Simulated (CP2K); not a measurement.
The N K edge of methylammonium monohydrate was computed by TDDFT (CP2K XAS_TDP, aug-cc-pVDZ, TDA) at these levels: PBEh(45%), PBEh(45%) + GW2X and PBEh(60%). The first three lines of N2 (bonded to C and 3 H, gives 1 H bond) with a strength over 0.0015, energy in eV and strength:

```
run           first          second           third
  1  405.83 (0.018)  406.28 (0.050)  407.14 (0.044)
  2  406.55 (0.011)  407.30 (0.041)  408.14 (0.033)
  3  400.52 (0.011)  401.26 (0.041)  402.10 (0.033)
```

Q: Which run is which?

Run 1: PBEh(60%) (60 % exact exchange). Run 2: PBEh(45%) + GW2X (45 % exact exchange). Run 3: PBEh(45%) (45 % exact exchange). Self-interaction lifts the core level, so the uncorrected lines rise with the share of exact exchange. The GW2X run keeps the spacings of its parent: 0.75 eV between the first two lines in run 2, 0.74 eV in run 3. Its shift is +6.03 eV, since the Kohn–Sham level at this share of exchange lies that far above the quasiparticle level.

[Banner, clock and machine lines of the logs are left out without a mark of their own.]

[Logs are printed without paths, hosts, clocks, repeated set-up lines and the standing remarks that a program may print on its own settings, such as how far it seeks lower states.]

[Hosts, paths, dates, database ids (printed as entryN), source tags and the programs' standing remarks are cut or masked in the printed files.]
